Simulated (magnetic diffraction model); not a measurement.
**Which magnetic order? TmMgRh**

Space group Cmcm (no. 63), a = 3.6170 Å, b = 17.6310 Å, c = 3.9430 Å.

| site | atom | x | y | z |
| --- | --- | --- | --- | --- |
| 4c | Tm | 0 | 0.5879 | 1/4 |
| 4c | Rh | 0 | 0.9592 | 1/4 |
| 4c | Mg | 0 | 0.7954 | 1/4 |

The compound is invented for this exercise: a known structure type with other elements, its cell scaled to their sizes and not relaxed.

Only Tm is taken to order (form factors of Tm3+); orders and moment sizes are assumed, and not adapted to the symmetry. Radiation: neutrons of λ = 2.36 Å, 3° to 90°; isotropic B of 0.15 Å² (Tm), 0.23 Å² (Rh) and 0.36 Å² (Mg). The intensities are simulated: I ∝ L Σ (|F_N|² + |F_M⊥|²) for unpolarised neutrons, with F_M = 2.695 fm/μB × Σ f(s) S exp(2πi Q·r) exp(−B s²) at Q = H ± k (one set where k and −k are equivalent), only the part normal to Q counting and L = 1/(sin²θ cos θ). For collinear order S is the moment m, which repeats by lattice and centring translations R with the sign exp(−2πi k·R). Form factors are spin-only for 3d ions and dipole or tabulated for f ions, scattering lengths are Sears's of 1992, and absorption is left out. A label names one of the reflections at its angle. The strongest nuclear line in the range is 100, and lines under 0.2 are left out.

Above the ordering temperature:

```csv
2θ (°),index,I
15.38,(0 2 0),34.2
31.06,(0 4 0),0.7
38.27,(0 2 1),0.2
38.91,(1 1 0),1.1
45.05,(1 3 0),0.4
47.35,(0 4 1),17.4
47.35,(0 6 0),10.4
53.20,(1 1 1),100.0
55.72,(1 5 0),79.6
58.17,(1 3 1),47.4
60.11,(0 6 1),58.9
64.75,(0 8 0),11.7
67.42,(1 5 1),53.0
69.62,(1 7 0),0.2
73.53,(0 0 2),48.3
75.66,(0 2 2),4.1
75.67,(0 8 1),17.7
80.27,(1 7 1),5.4
81.46,(2 0 0),42.7
81.94,(0 4 2),0.3
83.53,(2 2 0),3.7
84.02,(0 10 0),3.5
```
(The table stops after 22 lines; 3 more lie at higher angle.)

Below it (cell unchanged):

| 2θ (°) | I |
| --- | --- |
| 15.38 | 429.9 |
| 31.06 | 77.4 |
| 34.83 | 42.9 |
| 38.27 | 17.3 |
| 38.91 | 24.2 |
| 45.05 | 73.5 |
| 47.35 | 42.0 |
| 47.35 | 11.8 |
| 53.20 | 158.1 |
| 55.72 | 87.1 |
| 58.17 | 47.9 |
| 60.11 | 106.2 |
| 64.75 | 35.5 |
| 67.42 | 109.4 |
| 69.62 | 17.0 |
| 73.53 | 48.3 |
| 75.66 | 18.8 |
| 75.67 | 20.5 |
| 80.27 | 34.6 |
| 81.46 | 42.7 |
| 81.94 | 11.8 |
| 83.53 | 17.9 |
| 84.02 | 10.9 |
| 86.46 | 8.5 |
| 86.47 | 26.9 |
| 89.70 | 11.2 |

**Question.** Find the propagation vector, then choose among these models:
A. collinear moments along [110], 5.4 μB on Tm; signs + at (0, 0.5879, 1/4), − at (1/2, 0.9121, 3/4)
B. collinear moments along [101], 5.4 μB on Tm; signs + at (0, 0.5879, 1/4), + at (1/2, 0.9121, 3/4)
C. collinear moments along [101], 5.4 μB on Tm; signs + at (0, 0.5879, 1/4), − at (1/2, 0.9121, 3/4)
D. collinear moments along [110], 5.4 μB on Tm; signs + at (0, 0.5879, 1/4), + at (1/2, 0.9121, 3/4)

No line moves, and magnetic intensity falls on nuclear lines such as the one at 15.38°; new lines at (0 0 1) have whole indices that obey the lattice centring, at places with no nuclear intensity to speak of, so the magnetic cell equals the chemical primitive cell: k = 0.

Magnetic intensity, observed (below minus above) and for each model:

| 2θ (°) | index | observed | A | B | C | D |
| --- | --- | --- | --- | --- | --- | --- |
| 15.38 | (0 2 0) | 395.6 | 16.0 | 100.2 | 395.6 | 4.0 |
| 31.06 | (0 4 0) | 76.7 | 3.1 | 42.2 | 76.7 | 1.7 |
| 34.83 | (0 0 1) | 42.9 | 93.9 | <0.2 | 42.9 | <0.2 |
| 38.27 | (0 2 1) | 17.1 | 26.2 | 67.5 | 17.1 | 103.5 |
| 38.91 | (1 1 0) | 23.1 | 37.9 | 60.8 | 23.1 | 99.8 |
| 45.05 | (1 3 0) | 73.1 | 77.3 | 0.5 | 73.1 | 0.6 |
| 53.20 | (1 1 1) | 58.1 | 108.1 | 22.1 | 58.1 | 41.0 |
| 58.17 | (1 3 1) | 0.6 | 0.8 | 75.6 | 0.6 | 105.1 |

Model C matches.

The structure used: k = (0 0 0), collinear moments along [101], 5.4 μB on Tm; signs + at (0, 0.5879, 1/4), − at (1/2, 0.9121, 3/4).

[Logs are printed without paths, hosts, clocks, repeated set-up lines and the standing remarks that a program may print on its own settings, such as how far it seeks lower states.]
